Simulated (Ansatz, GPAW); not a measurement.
# Optical response of NaTaO2 (model structure), part 3 of 3

Aim: the dielectric function of NaTaO2 (model structure), and the optical constants that follow from it. The structure is a model built here, which may or may not match a known phase. It was built so: All Li replaced by Na and V replaced by Ta in the R-3m structure of LiVO2. The cell is first relaxed with Ansatz.

GPAW 26.7.0; DFT, revPBE, plane-wave PAW (GPAW data sets), scalar-relativistic, RPA, optical limit.

So far. Step 3 (Ground state): There are states at the Fermi level within the smearing, so the occupations stay smeared and the carriers get a Drude term.

### 5. Dielectric function, RPA

Transitions between filled and empty bands, summed over the zone, give the optical response, so mesh, band count and broadening shape it.

The induced potential is part of this response.

This step: DFT, revPBE, plane-wave PAW (GPAW data sets), scalar-relativistic, RPA, optical limit (GPAW 26.7.0).

df.py

```python
from gpaw.response.df import DielectricFunction

df = DielectricFunction('full.gpw', frequencies={'type': 'nonlinear', 'domega0': 0.03, 'omega2': 8},
                        ecut=30,
                        eta=0.1,
                        nbands=40,
                        rate=0.2,
                        txt='df.txt')
for direction in ['x', 'z']:
    df.get_dielectric_function(xc='RPA', direction=direction, filename=f'df_{direction}.csv')
```

On the command line:

```bash
> OMP_NUM_THREADS=1 python df.py
```

Numbers of over 12 decimals in the logs are rounded to 6 here.

Log:

```text
Using integrator: PointIntegrator
NonLinearFrequencyDescriptor(from 0.000 to 100.485 eV, 541 points)
Nonperiodic BCs:  [False False False]
Using integrator: PointIntegrator
NonLinearFrequencyDescriptor(from 0.000 to 100.485 eV, 541 points)
Nonperiodic BCs:  [False False False]
Using integrator: PointIntegrator

Calculating chi0 body with:
    Ground state adapter containing:
    Number of spins: 1
    Number of kpoints: 1728
    Number of irreducible kpoints: 476
    Number of completely occupied states: 15
    Number of partially occupied states: 18

    Linear response parametrization:
    q_c: [0.0, 0.0, 0.0]
    Number of frequency points: 541
    Planewave cutoff: 30.0
    Number of bands: 40
    Number of planewaves: 17
    Broadening (eta): 0.1

Integrating chi0 body.

Symmetries of q_c:
    Direct symmetries (Uq -> q): 4
    Indirect symmetries (TUq -> q): 0
In total 4 allowed symmetries.

476 groups of equivalent kpoints. 72.453704% reduction.

Integral kind: spectral function

Calculating chi0 optical extensions with:
    Ground state adapter containing:
    Number of spins: 1
    Number of kpoints: 1728
    Number of irreducible kpoints: 476
    Number of completely occupied states: 15
    Number of partially occupied states: 18

    Linear response parametrization:
    Number of frequency points: 541
    Planewave cutoff: 30.0
    Number of bands: 40
    Number of planewaves: 17
    Broadening (eta): 0.1
Integrating chi0 head and wings.

Symmetries of q_c:
    Direct symmetries (Uq -> q): 4
    Indirect symmetries (TUq -> q): 0
In total 4 allowed symmetries.

476 groups of equivalent kpoints. 72.453704% reduction.

Integral kind: spectral function wings

Calculating drude chi0 with:
    Number of frequency points:541
    Plasma frequency decay rate: 0.2 eV

    Ground state adapter containing:
    Number of spins: 1
    Number of kpoints: 1728
    Number of irreducible kpoints: 476
    Number of completely occupied states: 15
    Number of partially occupied states: 18

Symmetries of q_c:
    Direct symmetries (Uq -> q): 4
    Indirect symmetries (TUq -> q): 0
In total 4 allowed symmetries.

476 groups of equivalent kpoints. 72.453704% reduction.

Integral kind: intraband
Plasma frequency:
[[6.46+0.j   0.  -0.j   0.  -0.j  ]
 [0.  -0.j   6.46-0.j   0.  +0.02j]
 [0.  -0.j   0.  +0.02j 0.73-0.j  ]]
```

It took 3.9 min on 1 thread of Arm Neoverse V2, shared host; peak memory 0.37 GiB.

Numbers from this step:

- centre of weight of the strongest loss peak in the window: 23.81 eV

The Im ε has structure finer than the step of the table below, so its rows give means over 1 eV, whole bins alone (the curve runs from 0.619 to 29.9 eV). Peaks (eV: height): E ∥ x 4.1: 2.61, 6.4: 3.74, 8.3: 5.90, 8.6: 5.89, 9.2: 5.85, 9.7: 6.13, 16.3: 1.85; E ∥ z 3.0: 1.52, 7.8: 1.64, 10.2: 3.81, 12.3: 3.28, 13.5: 2.63, 17.9: 1.67, 22.7: 1.38.

Sum at mesh points, not converged in k. Im ε against photon energy; means over each step:

| photon energy (eV) | E ∥ x | E ∥ z |
| --- | --- | --- |
| 2 | 4.12 | 0.291 |
| 3 | 1.59 | 0.975 |
| 4 | 1.74 | 0.600 |
| 5 | 1.61 | 0.647 |
| 6 | 2.42 | 0.611 |
| 7 | 4.13 | 1.16 |
| 8 | 5.43 | 1.39 |
| 9 | 5.40 | 2.32 |
| 10 | 4.02 | 3.45 |
| 11 | 1.56 | 3.13 |
| 12 | 1.10 | 2.92 |
| 13 | 1.19 | 2.38 |
| 14 | 1.44 | 2.16 |
| 15 | 1.18 | 1.35 |
| 16 | 1.51 | 1.34 |
| 17 | 1.49 | 1.53 |
| 18 | 1.25 | 1.43 |
| 19 | 0.966 | 1.04 |
| 20 | 0.757 | 0.742 |
| 21 | 0.793 | 0.898 |
| 22 | 1.02 | 1.08 |
| 23 | 0.983 | 1.25 |
| 24 | 0.633 | 0.998 |
| 25 | 0.531 | 1.02 |
| 26 | 0.575 | 0.763 |
| 27 | 0.462 | 0.650 |
| 28 | 0.385 | 0.529 |
| 29 | 0.366 | 0.450 |

Values under 1 per cm are given as 1; sum at mesh points, not converged in k. Absorption coefficient against photon energy:

| photon energy (eV) | E ∥ x (1/cm) | E ∥ z (1/cm) |
| --- | --- | --- |
| 1 | 7.7e5 | 51956 |
| 2 | 7.2e5 | 10888 |
| 3 | 5.0e5 | 1.2e5 |
| 4 | 3.2e5 | 55942 |
| 5 | 2.6e5 | 85035 |
| 6 | 3.7e5 | 77651 |
| 7 | 5.8e5 | 2.1e5 |
| 8 | 1.1e6 | 3.1e5 |
| 9 | 1.4e6 | 4.8e5 |
| 10 | 1.9e6 | 9.2e5 |
| 11 | 1.3e6 | 1.2e6 |
| 12 | 9.7e5 | 1.1e6 |
| 13 | 8.6e5 | 1.2e6 |
| 14 | 1.1e6 | 1.4e6 |
| 15 | 8.5e5 | 1.0e6 |
| 16 | 1.0e6 | 8.8e5 |
| 17 | 1.4e6 | 1.2e6 |
| 18 | 1.3e6 | 1.4e6 |
| 19 | 1.2e6 | 1.2e6 |
| 20 | 9.2e5 | 7.3e5 |
| 21 | 9.1e5 | 9.1e5 |
| 22 | 1.3e6 | 1.1e6 |
| 23 | 1.4e6 | 1.4e6 |
| 24 | 1.1e6 | 1.3e6 |
| 25 | 9.0e5 | 1.5e6 |
| 26 | 1.0e6 | 1.2e6 |
| 27 | 9.0e5 | 1.2e6 |
| 28 | 7.2e5 | 9.4e5 |
| 29 | 6.8e5 | 7.8e5 |

The Im ε, E ∥ x has structure finer than the step of the table below, so its rows give means over 1 eV, whole bins alone (the curve runs from 0.619 to 29.9 eV). Peaks (eV: height): without local fields 4.1: 2.63, 6.4: 3.75, 8.6: 6.02, 9.2: 6.03, 9.6: 6.24, 16.3: 1.94; with local fields 4.1: 2.61, 6.4: 3.74, 8.3: 5.90, 8.6: 5.89, 9.2: 5.85, 9.7: 6.13, 16.3: 1.85.

Sum at mesh points, not converged in k. Im ε, E ∥ x against photon energy; means over each step:

| photon energy (eV) | without local fields | with local fields |
| --- | --- | --- |
| 2 | 4.12 | 4.12 |
| 3 | 1.59 | 1.59 |
| 4 | 1.75 | 1.74 |
| 5 | 1.60 | 1.61 |
| 6 | 2.42 | 2.42 |
| 7 | 4.15 | 4.13 |
| 8 | 5.52 | 5.43 |
| 9 | 5.53 | 5.40 |
| 10 | 4.06 | 4.02 |
| 11 | 1.58 | 1.56 |
| 12 | 1.13 | 1.10 |
| 13 | 1.24 | 1.19 |
| 14 | 1.49 | 1.44 |
| 15 | 1.25 | 1.18 |
| 16 | 1.62 | 1.51 |
| 17 | 1.51 | 1.49 |
| 18 | 1.25 | 1.25 |
| 19 | 0.935 | 0.966 |
| 20 | 0.728 | 0.757 |
| 21 | 0.769 | 0.793 |
| 22 | 0.952 | 1.02 |
| 23 | 0.842 | 0.983 |
| 24 | 0.553 | 0.633 |
| 25 | 0.476 | 0.531 |
| 26 | 0.462 | 0.575 |
| 27 | 0.373 | 0.462 |
| 28 | 0.318 | 0.385 |
| 29 | 0.310 | 0.366 |

The loss function −Im 1/ε at q → 0 has structure finer than the step of the table below, so its rows give means over 0.5 eV, whole bins alone (the curve runs from 0.619 to 29.9 eV). Peaks (eV: height): E ∥ x 3.64: 1.05, 12.42: 1.07, 14.49: 0.784, 19.81: 1.17, 23.89: 1.42, 27.12: 1.18; E ∥ z 0.78: 0.275, 14.96: 0.764, 19.21: 0.955, 27.29: 1.14.

Sum at mesh points, not converged in k. The loss function −Im 1/ε at q → 0 by energy loss; means over each step:

| energy loss (eV) | E ∥ x | E ∥ z |
| --- | --- | --- |
| 1.0 | 0.00801 | 0.221 |
| 1.5 | 0.0128 | 0.0607 |
| 2.0 | 0.0216 | 0.0240 |
| 2.5 | 0.0540 | 0.0378 |
| 3.0 | 0.174 | 0.111 |
| 3.5 | 0.639 | 0.0797 |
| 4.0 | 0.396 | 0.0561 |
| 4.5 | 0.399 | 0.0714 |
| 5.0 | 0.257 | 0.0619 |
| 5.5 | 0.161 | 0.0570 |
| 6.0 | 0.122 | 0.0431 |
| 6.5 | 0.139 | 0.0634 |
| 7.0 | 0.117 | 0.0799 |
| 7.5 | 0.145 | 0.0876 |
| 8.0 | 0.153 | 0.0966 |
| 8.5 | 0.172 | 0.0872 |
| 9.0 | 0.183 | 0.110 |
| 9.5 | 0.181 | 0.130 |
| 10.0 | 0.183 | 0.158 |
| 10.5 | 0.268 | 0.204 |
| 11.0 | 0.432 | 0.266 |
| 11.5 | 0.663 | 0.273 |
| 12.0 | 0.873 | 0.270 |
| 12.5 | 0.933 | 0.337 |
| 13.0 | 0.723 | 0.387 |
| 13.5 | 0.618 | 0.368 |
| 14.0 | 0.607 | 0.444 |
| 14.5 | 0.752 | 0.551 |
| 15.0 | 0.683 | 0.693 |
| 15.5 | 0.588 | 0.601 |
| 16.0 | 0.507 | 0.447 |
| 16.5 | 0.524 | 0.480 |
| 17.0 | 0.668 | 0.507 |
| 17.5 | 0.736 | 0.560 |
| 18.0 | 0.770 | 0.584 |
| 18.5 | 0.866 | 0.726 |
| 19.0 | 0.995 | 0.843 |
| 19.5 | 1.11 | 0.844 |
| 20.0 | 1.04 | 0.728 |
| 20.5 | 0.949 | 0.540 |
| 21.0 | 0.750 | 0.476 |
| 21.5 | 0.710 | 0.514 |
| 22.0 | 0.739 | 0.513 |
| 22.5 | 0.777 | 0.506 |
| 23.0 | 0.962 | 0.623 |
| 23.5 | 1.19 | 0.721 |
| 24.0 | 1.39 | 0.777 |
| 24.5 | 1.30 | 0.722 |
| 25.0 | 1.12 | 0.777 |
| 25.5 | 0.992 | 0.955 |
| 26.0 | 1.08 | 1.04 |
| 26.5 | 1.14 | 0.991 |
| 27.0 | 1.14 | 1.07 |
| 27.5 | 1.00 | 1.06 |
| 28.0 | 0.902 | 0.924 |
| 28.5 | 0.780 | 0.935 |
| 29.0 | 0.731 | 0.764 |
| 29.5 | 0.667 | 0.676 |

Sum at mesh points, not converged in k. The reflectivity at normal incidence by photon energy; read off at these points:

| photon energy (eV) | E ∥ x (%) | E ∥ z (%) |
| --- | --- | --- |
| 1.00 | 88.2 | 7.98 |
| 1.50 | 88.5 | 6.14 |
| 2.00 | 87.3 | 7.67 |
| 2.50 | 75.8 | 10.2 |
| 3.00 | 60.4 | 10.3 |
| 3.50 | 37.6 | 7.31 |
| 4.00 | 13.5 | 7.33 |
| 4.11 | 16.2 | 7.94 |
| 4.50 | 9.74 | 8.48 |
| 5.00 | 8.46 | 8.44 |
| 5.50 | 9.74 | 8.37 |
| 6.00 | 14.4 | 9.15 |
| 6.50 | 17.9 | 10.8 |
| 7.00 | 20.0 | 11.0 |
| 7.50 | 25.7 | 10.9 |
| 8.00 | 26.9 | 10.8 |
| 8.50 | 27.4 | 13.6 |
| 9.00 | 29.3 | 14.8 |
| 9.50 | 32.0 | 15.6 |
| 10.00 | 47.2 | 18.4 |
| 10.17 | 47.8 | 19.2 |
| 10.24 | 47.7 | 18.9 |
| 10.50 | 44.8 | 18.4 |
| 11.00 | 42.8 | 18.2 |
| 11.50 | 30.3 | 14.4 |
| 12.00 | 21.0 | 15.5 |
| 12.34 | 17.5 | 19.8 |
| 12.50 | 11.8 | 18.2 |
| 13.00 | 10.5 | 16.0 |
| 13.50 | 10.1 | 17.1 |
| 14.00 | 13.0 | 17.5 |
| 14.50 | 11.7 | 16.0 |
| 15.00 | 7.42 | 11.6 |
| 15.50 | 8.72 | 6.15 |
| 16.00 | 7.77 | 6.51 |
| 16.50 | 13.9 | 9.22 |
| 16.85 | 16.2 | 9.40 |
| 17.00 | 15.3 | 10.1 |
| 17.50 | 12.4 | 9.48 |
| 18.00 | 13.3 | 12.6 |
| 18.50 | 14.6 | 10.4 |
| 19.00 | 13.0 | 10.6 |
| 19.50 | 10.7 | 6.82 |
| 20.00 | 7.13 | 3.69 |
| 20.50 | 6.57 | 3.09 |
| 21.00 | 4.94 | 4.21 |
| 21.50 | 6.12 | 4.78 |
| 22.00 | 7.75 | 5.62 |
| 22.50 | 9.36 | 6.41 |
| 23.00 | 10.9 | 8.26 |
| 23.50 | 13.3 | 8.41 |
| 24.00 | 10.4 | 7.08 |
| 24.50 | 7.72 | 6.86 |
| 25.00 | 5.86 | 8.78 |
| 25.50 | 4.93 | 9.31 |
| 26.00 | 6.00 | 7.54 |
| 26.50 | 6.17 | 6.86 |
| 27.00 | 5.66 | 6.98 |
| 27.50 | 4.10 | 5.50 |
| 28.00 | 3.72 | 4.23 |
| 28.50 | 2.83 | 4.43 |
| 29.00 | 2.62 | 2.85 |
| 29.50 | 2.26 | 2.44 |

From ε follow the optical constants at some laser and lamp lines:

| wavelength (nm) | n x | k x | R (%) x | 1/α x | n z | k z | R (%) z | 1/α z |
| --- | --- | --- | --- | --- | --- | --- | --- | --- |
| 800 | 0.80 | 4.963 | 88.5 | 13 nm | 1.66 | 0.119 | 6.3 | 536 nm |
| 633 | 0.48 | 3.647 | 87.5 | 14 nm | 1.75 | 0.056 | 7.4 | 902 nm |
| 532 | 0.46 | 2.719 | 80.7 | 16 nm | 1.87 | 0.073 | 9.3 | 581 nm |
| 450 | 0.35 | 2.101 | 77.6 | 17 nm | 1.96 | 0.302 | 11.4 | 119 nm |
| 365 | 0.52 | 1.209 | 44.9 | 24 nm | 1.71 | 0.227 | 7.6 | 128 nm |
| 248 | 1.54 | 0.524 | 8.5 | 38 nm | 1.80 | 0.168 | 8.4 | 118 nm |
| 193 | 2.08 | 0.895 | 19.2 | 17 nm | 1.95 | 0.237 | 11.0 | 65 nm |

In reflection the computed colour is light grey: x = 0.321, y = 0.335, luminous reflectivity 46 %.

### 6. Outcome

| Property | Result |
| --- | --- |
| centre of weight of the strongest loss peak in the window, first axis | 23.8 eV |

**Reading.** At this level (revPBE, RPA) NaTaO2 is a metal. The mesh is too coarse to trust the carriers' weight, the reflectivity or the colour to better than tens of per cent. The cell shrank by 5.2 % in volume. In reflection the computed colour is light grey: x = 0.321, y = 0.335, luminous reflectivity 46 %. The carriers' damping of 0.2 eV is typed, not computed; it shapes the response at the lowest energies. The run has no spin polarisation; magnetic order or correlation, untested here, could change the spectrum. Spin-orbit coupling is left out although heavy atoms are present. In this version of GPAW the matrix elements of the optical limit are incomplete, which can lower ε − 1 by up to a tenth where first-row anions or d states rule, and shift it by more in d metals. GPAW's carrier term has the form −ωp²/(ω + i·rate)², which damps like twice the rate and fails at low energy, so the curves leave the lowest energies out. The sum runs over mesh points 0.21 Å⁻¹ apart with no interpolation, so peaks are partly noise of the mesh, and the Drude plasma energy, a sum over the Fermi surface, isn't converged.

[Machine, clock and banner lines and Python warnings are left out of the logs.]

[Logs are printed without paths, hosts, clocks, repeated set-up lines and the standing remarks that a program may print on its own settings, such as how far it seeks lower states.]

[Hosts, paths, dates, database ids (printed as entryN), source tags and the programs' standing remarks are cut or masked in the printed files.]
